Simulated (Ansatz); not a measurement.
# Preparing LiMgVO4 (Cmcm) as a host crystal, part 4 of 4

Before any defect goes in: LiMgVO4 (Cmcm) at rest, and how it screens a charge.

Ansatz 0.2.0; plane-wave PAW DFT, PBEsol; relaxation of the host's cell and atoms (the session's first sound run).

So far. Step 3 (Dielectric tensors of the host): The principal values of the electronic dielectric tensor are 3.60, 3.63 and 3.69. The principal values of the static dielectric tensor are 7.38, 8.58 and 12.15.

### 7. Defect free supercell relaxed from displaced atoms

This step: plane-wave PAW DFT, PBEsol; relaxation of the defect-free supercell from random displacements, a test of the host's stability (Ansatz 0.2.0).

pristine.rattled/input.yaml reads:

```yaml
crystal:
  lattice:
    - [0.0, 8.571724795, 6.2250320634]
    - [5.6171423385, 0.0, 6.2250320634]
    - [5.6171423385, 8.571724795, 0.0]
  atoms:
    - { symbol: Li, position: [0.4561772952, 0.2938227048, 0.2061772952] }
    - { symbol: Li, position: [0.4561772952, 0.2938227048, 0.7061772952] }
    - { symbol: Li, position: [0.9561772952, 0.7938227048, 0.2061772952] }
    - { symbol: Li, position: [0.9561772952, 0.7938227048, 0.7061772952] }
    - { symbol: Li, position: [0.0438227048, 0.2061772952, 0.2938227048] }
    - { symbol: Li, position: [0.0438227048, 0.2061772952, 0.7938227048] }
    - { symbol: Li, position: [0.5438227048, 0.7061772952, 0.2938227048] }
    - { symbol: Li, position: [0.5438227048, 0.7061772952, 0.7938227048] }
    - { symbol: Mg, position: [0.0, 0.5, 0.0] }
    - { symbol: Mg, position: [0.0, 0.5, 0.5] }
    - { symbol: Mg, position: [0.5, 0.0, 0.0] }
    - { symbol: Mg, position: [0.5, 0.0, 0.5] }
    - { symbol: Mg, position: [0.25, 0.75, 0.25] }
    - { symbol: Mg, position: [0.25, 0.75, 0.75] }
    - { symbol: Mg, position: [0.75, 0.25, 0.25] }
    - { symbol: Mg, position: [0.75, 0.25, 0.75] }
    - { symbol: V, position: [0.302343758, 0.447656242, 0.052343758] }
    - { symbol: V, position: [0.302343758, 0.447656242, 0.552343758] }
    - { symbol: V, position: [0.802343758, 0.947656242, 0.052343758] }
    - { symbol: V, position: [0.802343758, 0.947656242, 0.552343758] }
    - { symbol: V, position: [0.197656242, 0.052343758, 0.447656242] }
    - { symbol: V, position: [0.197656242, 0.052343758, 0.947656242] }
    - { symbol: V, position: [0.697656242, 0.552343758, 0.447656242] }
    - { symbol: V, position: [0.697656242, 0.552343758, 0.947656242] }
    - { symbol: O, position: [0.3556739909, 0.6144697724, 0.3855302276] }
    - { symbol: O, position: [0.3556739909, 0.6144697724, 0.8855302276] }
    - { symbol: O, position: [0.8556739909, 0.1144697724, 0.3855302276] }
    - { symbol: O, position: [0.8556739909, 0.1144697724, 0.8855302276] }
    - { symbol: O, position: [0.2575437848, 0.9924562152, 0.2623558172] }
    - { symbol: O, position: [0.2575437848, 0.9924562152, 0.7623558172] }
    - { symbol: O, position: [0.7575437848, 0.4924562152, 0.2623558172] }
    - { symbol: O, position: [0.7575437848, 0.4924562152, 0.7623558172] }
    - { symbol: O, position: [0.2424562152, 0.5075437848, 0.2376441828] }
    - { symbol: O, position: [0.2424562152, 0.5075437848, 0.7376441828] }
    - { symbol: O, position: [0.7424562152, 0.0075437848, 0.2376441828] }
    - { symbol: O, position: [0.7424562152, 0.0075437848, 0.7376441828] }
    - { symbol: O, position: [0.3644697724, 0.1056739909, 0.3943260091] }
    - { symbol: O, position: [0.3644697724, 0.1056739909, 0.8943260091] }
    - { symbol: O, position: [0.8644697724, 0.6056739909, 0.3943260091] }
    - { symbol: O, position: [0.8644697724, 0.6056739909, 0.8943260091] }
    - { symbol: O, position: [0.1443260091, 0.8855302276, 0.1144697724] }
    - { symbol: O, position: [0.1443260091, 0.8855302276, 0.6144697724] }
    - { symbol: O, position: [0.6443260091, 0.3855302276, 0.1144697724] }
    - { symbol: O, position: [0.6443260091, 0.3855302276, 0.6144697724] }
    - { symbol: O, position: [0.4876441828, 0.2623558172, 0.4924562152] }
    - { symbol: O, position: [0.4876441828, 0.2623558172, 0.9924562152] }
    - { symbol: O, position: [0.9876441828, 0.7623558172, 0.4924562152] }
    - { symbol: O, position: [0.9876441828, 0.7623558172, 0.9924562152] }
    - { symbol: O, position: [0.0123558172, 0.2376441828, 0.0075437848] }
    - { symbol: O, position: [0.0123558172, 0.2376441828, 0.5075437848] }
    - { symbol: O, position: [0.5123558172, 0.7376441828, 0.0075437848] }
    - { symbol: O, position: [0.5123558172, 0.7376441828, 0.5075437848] }
    - { symbol: O, position: [0.1355302276, 0.3943260091, 0.1056739909] }
    - { symbol: O, position: [0.1355302276, 0.3943260091, 0.6056739909] }
    - { symbol: O, position: [0.6355302276, 0.8943260091, 0.1056739909] }
    - { symbol: O, position: [0.6355302276, 0.8943260091, 0.6056739909] }
basis:
  ecutwfc: 420
  xc_grid: 2
hamiltonian:
  xc: pbesol
kpoints:
  mp_grid: { grid: [1, 1, 1], shift: [0.25, 0.25, 0.25] }
scf:
  occupations: { method: fermi_dirac, width: 0.01 }
  max_iter: 80
output:
  forces: true
relax:
  f_tol: 0.01
  max_steps: 120
  random_displacement: { amplitude: 0.08, seed: 7530 }
checkpoint:
  write: "../pristine.rattled.run"
  compress: false
  write_wavefunctions: false
  write_every: 100000
```

Launch:

```
$ ansatz run input.yaml --threads 4 --pin off --max-ram 7536MiB --backend cpu --events-out ev --progress --plain --runs-dir out
```

Numbers of over 12 decimals in the logs are rounded to 6 here.

Output:

```text
[...]
Crystal: 56 atoms, lattice volume = 599.453 Å³
Basis set: ecut = 420 eV, 11639 PW (Γ), exchange–correlation on 144×120×144 points (8 copies of the dense FFT grid, shifted against one another)
Bands: 256, of which v1, the nominal top of the filled ones, is band 200 counted from 1 (199 counted from 0)
Symmetry: 1 space group operations
k-points: 1
[...]
SCF iter   1: F=—  HF=-58009.062581 eV  |F-HF|=—  |Δ(HF+E_count)|=         —  Δρ=1.48e-2  dr2=1.11e0  ethr=1.77e-3  ⟨swp⟩=6.0  Hψ=962  notcnv=0  defer=37
[...]
SCF iter  10: F=-58008.801537 eV  HF=-58008.801538 eV  |F-HF|=6.61e-7  |Δ(HF+E_count)|=   3.97e-7  Δρ=1.44e-5  dr2=1.67e-6  ethr=6.25e-10  ⟨swp⟩=3.0  Hψ=660  notcnv=0
SCF 1 converged in 10 iterations: F = -58008.801537 eV  dr2 = 1.67e-6
[...]
relax step   1: F+E_penalty+E_count = -58008.80153741 eV  Δ(F+E_penalty+E_count) = +0.000e0 eV  max|allowed force component| = 4.654e0 eV/Å  Δτ_max = 0.0000 Å  (10 SCF iters, dr2 threshold 2.50e-6 eV, accepted)
[...]
relax step   2: F+E_penalty+E_count = -58010.60749427 eV  Δ(F+E_penalty+E_count) = -1.806e0 eV  max|allowed force component| = 2.196e0 eV/Å  Δτ_max = 0.0886 Å  (8 SCF iters, dr2 threshold 1.00e-4 eV, accepted)
relax step   3: F+E_penalty+E_count = -58011.29443063 eV  Δ(F+E_penalty+E_count) = -6.869e-1 eV  max|allowed force component| = 6.881e-2 eV/Å  Δτ_max = 0.0803 Å  (8 SCF iters, dr2 threshold 1.00e-4 eV, accepted)
relax step   4: F+E_penalty+E_count = -58011.29984293 eV  Δ(F+E_penalty+E_count) = -5.412e-3 eV  max|allowed force component| = 1.753e-2 eV/Å  Δτ_max = 0.0207 Å  (9 SCF iters, dr2 threshold 2.96e-7 eV, accepted)
SCF iter   1: F=—  HF=-58011.299057 eV  |F-HF|=—  |Δ(HF+E_count)|=         —  Δρ=1.83e-4  dr2=1.20e-4  ethr=7.95e-7  ⟨swp⟩=2.0  Hψ=436  notcnv=0  defer=47
[...]
SCF iter   6: F=-58011.299854 eV  HF=-58011.299854 eV  |F-HF|=4.85e-8  |Δ(HF+E_count)|=   1.36e-7  Δρ=3.58e-6  dr2=7.22e-8  ethr=2.50e-11  ⟨swp⟩=4.0  Hψ=687  notcnv=0
SCF 5 converged in 6 iterations: F = -58011.299854 eV  dr2 = 7.22e-8
relax step   5: F+E_penalty+E_count = -58011.29985379 eV  Δ(F+E_penalty+E_count) = -1.086e-5 eV  max|allowed force component| = 5.961e-3 eV/Å  Δτ_max = 0.0027 Å  (6 SCF iters, accepted)
SCF converged after 6 iterations
Free energy (F): -58011.299854 eV
[...]
Internal energy: -58011.299854 eV  (E = F + TS)
E sigma→0 (E₀):  -58011.299854 eV
Fermi energy:    6.981673 eV
[...]
--- Forces (eV/Å), atoms counted from 1 ---
  atom   1  Li    -0.00381276     0.00124882     0.00063869
  atom   2  Li    -0.00274573    -0.00003836     0.00056561
  atom   3  Li    -0.00395413    -0.00036392     0.00000713
  atom   4  Li    -0.00424073     0.00008424     0.00062553
  atom   5  Li     0.00355924    -0.00115652    -0.00116461
  atom   6  Li     0.00358411     0.00055435    -0.00056295
  atom   7  Li     0.00226964    -0.00009489     0.00001726
  atom   8  Li     0.00575911    -0.00051479     0.00026496
  atom   9  Mg     0.00113634     0.00021717    -0.00056010
  atom  10  Mg    -0.00118709    -0.00114309    -0.00047255
  atom  11  Mg     0.00006991    -0.00013956     0.00027894
  atom  12  Mg    -0.00041340    -0.00096364    -0.00083370
  atom  13  Mg     0.00322968    -0.00090637    -0.00041491
  atom  14  Mg    -0.00036414     0.00001600    -0.00009462
  atom  15  Mg    -0.00114407    -0.00202290     0.00069862
  atom  16  Mg     0.00134656    -0.00122368     0.00064851
  atom  17  V      0.00276397    -0.00131378     0.00075633
  atom  18  V     -0.00067657     0.00210275     0.00137593
  atom  19  V      0.00102242     0.00155040     0.00108385
  atom  20  V      0.00150451    -0.00068220     0.00078742
  atom  21  V     -0.00058633     0.00031021    -0.00153450
  atom  22  V     -0.00106953     0.00055640    -0.00088250
  atom  23  V     -0.00025955     0.00057416    -0.00202121
  atom  24  V      0.00061264    -0.00029362     0.00090494
  atom  25  O     -0.00287304    -0.00332759     0.00143795
  atom  26  O     -0.00596141    -0.00052321    -0.00154996
  atom  27  O     -0.00307794    -0.00080716     0.00003462
  atom  28  O     -0.00277081    -0.00067074    -0.00043182
  atom  29  O     -0.00424726     0.00147478     0.00102858
  atom  30  O     -0.00330269     0.00180701     0.00058058
  atom  31  O     -0.00359553     0.00101696     0.00139606
  atom  32  O     -0.00399002     0.00161823     0.00027366
  atom  33  O      0.00378400    -0.00064732     0.00006515
  atom  34  O      0.00190113    -0.00067915    -0.00087242
  atom  35  O      0.00149572    -0.00113593    -0.00003317
  atom  36  O      0.00406143     0.00015581     0.00020779
  atom  37  O      0.00329722     0.00028968     0.00404728
  atom  38  O      0.00407583    -0.00047854    -0.00080814
  atom  39  O      0.00466060    -0.00087214    -0.00113927
  atom  40  O      0.00263717     0.00099831     0.00115350
[...]
atom  45  O      0.00107710     0.00371317    -0.00122374
  atom  46  O     -0.00104567     0.00202612    -0.00220029
  atom  47  O      0.00099261     0.00300136    -0.00051245
  atom  48  O      0.00156656     0.00365319     0.00051544
  atom  49  O     -0.00040072    -0.00328019     0.00007584
  atom  50  O      0.00149615    -0.00301707     0.00175779
  atom  51  O     -0.00229060    -0.00281355     0.00154200
  atom  52  O     -0.00293273    -0.00257433     0.00210762
  atom  53  O     -0.00498199     0.00006250    -0.00001351
  atom  54  O     -0.00215343     0.00023825    -0.00105767
  atom  55  O     -0.00288116    -0.00110298    -0.00033567
  atom  56  O     -0.00478915     0.00053618    -0.00034261
  max |Σ_I F_I| component: 2.92e-5 eV/Å
--- Relaxed structure (5 steps of the walk, 5 accepted, 0 SCFs on fresh bases) ---
  F+E_penalty+E_count = -58011.29985379 eV   max|allowed force component| = 5.961e-3 eV/Å
  atoms:
    - { symbol: Li, position: [0.457829, 0.292184, 0.206009] }
    - { symbol: Li, position: [0.457995, 0.292155, 0.705863] }
    - { symbol: Li, position: [0.957924, 0.792246, 0.205952] }
    - { symbol: Li, position: [0.957818, 0.792218, 0.706050] }
    - { symbol: Li, position: [0.045165, 0.204618, 0.293600] }
    - { symbol: Li, position: [0.045112, 0.204650, 0.793622] }
    - { symbol: Li, position: [0.544988, 0.704754, 0.293764] }
    - { symbol: Li, position: [0.545290, 0.704447, 0.793466] }
    - { symbol: Mg, position: [0.001501, 0.498422, -0.000209] }
    - { symbol: Mg, position: [0.001504, 0.498405, 0.499807] }
    - { symbol: Mg, position: [0.501503, -0.001602, -0.000211] }
    - { symbol: Mg, position: [0.501489, -0.001556, 0.499830] }
    - { symbol: Mg, position: [0.251585, 0.748332, 0.249739] }
    - { symbol: Mg, position: [0.251465, 0.748461, 0.749831] }
    - { symbol: Mg, position: [0.751485, 0.248430, 0.249847] }
    - { symbol: Mg, position: [0.751549, 0.248351, 0.749773] }
    - { symbol: V, position: [0.303906, 0.445968, 0.052139] }
    - { symbol: V, position: [0.303856, 0.445986, 0.552185] }
    - { symbol: V, position: [0.803863, 0.945985, 0.052173] }
    - { symbol: V, position: [0.803915, 0.945936, 0.552140] }
    - { symbol: V, position: [0.199111, 0.050837, 0.447427] }
    - { symbol: V, position: [0.199147, 0.050898, 0.947416] }
    - { symbol: V, position: [0.699143, 0.550901, 0.447412] }
    - { symbol: V, position: [0.699095, 0.550821, 0.947461] }
    - { symbol: O, position: [0.356900, 0.612937, 0.385565] }
    - { symbol: O, position: [0.356827, 0.613035, 0.885608] }
    - { symbol: O, position: [0.856894, 0.112942, 0.385555] }
    - { symbol: O, position: [0.856909, 0.112934, 0.885529] }
    - { symbol: O, position: [0.258809, 0.990986, 0.262218] }
    - { symbol: O, position: [0.258759, 0.991070, 0.762240] }
    - { symbol: O, position: [0.758761, 0.491052, 0.262252] }
    - { symbol: O, position: [0.758799, 0.490989, 0.762229] }
    - { symbol: O, position: [0.244217, 0.505774, 0.237365] }
    - { symbol: O, position: [0.244169, 0.505864, 0.737375] }
    - { symbol: O, position: [0.744173, 0.005847, 0.237380] }
    - { symbol: O, position: [0.744209, 0.005785, 0.737355] }
    - { symbol: O, position: [0.366123, 0.103840, 0.393965] }
    - { symbol: O, position: [0.366191, 0.103945, 0.893867] }
    - { symbol: O, position: [0.866194, 0.603929, 0.393872] }
    - { symbol: O, position: [0.866106, 0.603882, 0.893949] }
    - { symbol: O, position: [0.146175, 0.883914, 0.114017] }
    - { symbol: O, position: [0.146110, 0.883871, 0.614038] }
    - { symbol: O, position: [0.646106, 0.383842, 0.114061] }
    - { symbol: O, position: [0.646187, 0.383889, 0.613987] }
    - { symbol: O, position: [0.489100, 0.260689, 0.492017] }
    - { symbol: O, position: [0.489146, 0.260682, 0.991987] }
    - { symbol: O, position: [0.989138, 0.760635, 0.491984] }
    - { symbol: O, position: [0.989076, 0.760667, 0.992017] }
    - { symbol: O, position: [0.013902, 0.236188, 0.007607] }
    - { symbol: O, position: [0.013894, 0.236138, 0.507557] }
    - { symbol: O, position: [0.513880, 0.736134, 0.007602] }
    - { symbol: O, position: [0.513861, 0.736181, 0.507665] }
    - { symbol: O, position: [0.136850, 0.392957, 0.105685] }
    - { symbol: O, position: [0.136878, 0.392912, 0.605637] }
    - { symbol: O, position: [0.636856, 0.892925, 0.105675] }
    - { symbol: O, position: [0.636849, 0.892941, 0.605687] }
```

Wall time 39 s (4 threads of Arm Neoverse V1, shared host); peak memory 1.2 GiB; 2.5 min of CPU time.

Step by step:

| step | energy less that of the first step (eV) | largest force component (eV/Å) |
| --- | --- | --- |
| 1 | 0.0000 | 4.6540 |
| 2 | -1.8060 | 2.1960 |
| 3 | -2.4929 | 0.0688 |
| 4 | -2.4983 | 0.0175 |
| 5 | -2.4983 | 0.0060 |

The relaxation ends 45 meV an atom lower than the displaced start, with a largest force component of 0.0060 eV/Å.

### 8. Results

| Quantity | Value |
| --- | --- |
| primitive cell vectors, lengths | 5.124, 5.124, 6.225 Å |
| electronic dielectric constant | principal values (3.60, 3.63, 3.69) |
| static dielectric constant | principal values (7.38, 8.58, 12.15) |
| gap on the k-mesh of the response run (PBEsol) | 3.44 eV |
| supercell relaxed in its symmetry less the displaced and relaxed one | 0.000 eV |
| energy an atom at one point at (¼, ¼, ¼) less that on the dense mesh | 0.001 eV |

**Reading.** Step 7: The energy fell by 2.498 eV from the randomly displaced start; the atoms end within 0.005 Å of the sites as typed, once the mean shift is taken out. The displaced cell ends within 0.01 eV of the symmetric one relaxed in its symmetry, so no lower structure shows in this supercell. The k-mesh can miss the band edges, so this gap is an upper bound at this level. All at zero temperature.

[Logs are printed without paths, hosts, clocks, repeated set-up lines and the standing remarks that a program may print on its own settings, such as how far it seeks lower states.]

[Hosts, paths, dates, database ids (printed as entryN), source tags and the programs' standing remarks are cut or masked in the printed files.]

[Runs of the host that timed out are not shown.]

[For some hosts the program warned that the k-mesh of the response run may be too coarse for force constants and the static dielectric constant; such warnings are not always shown.]
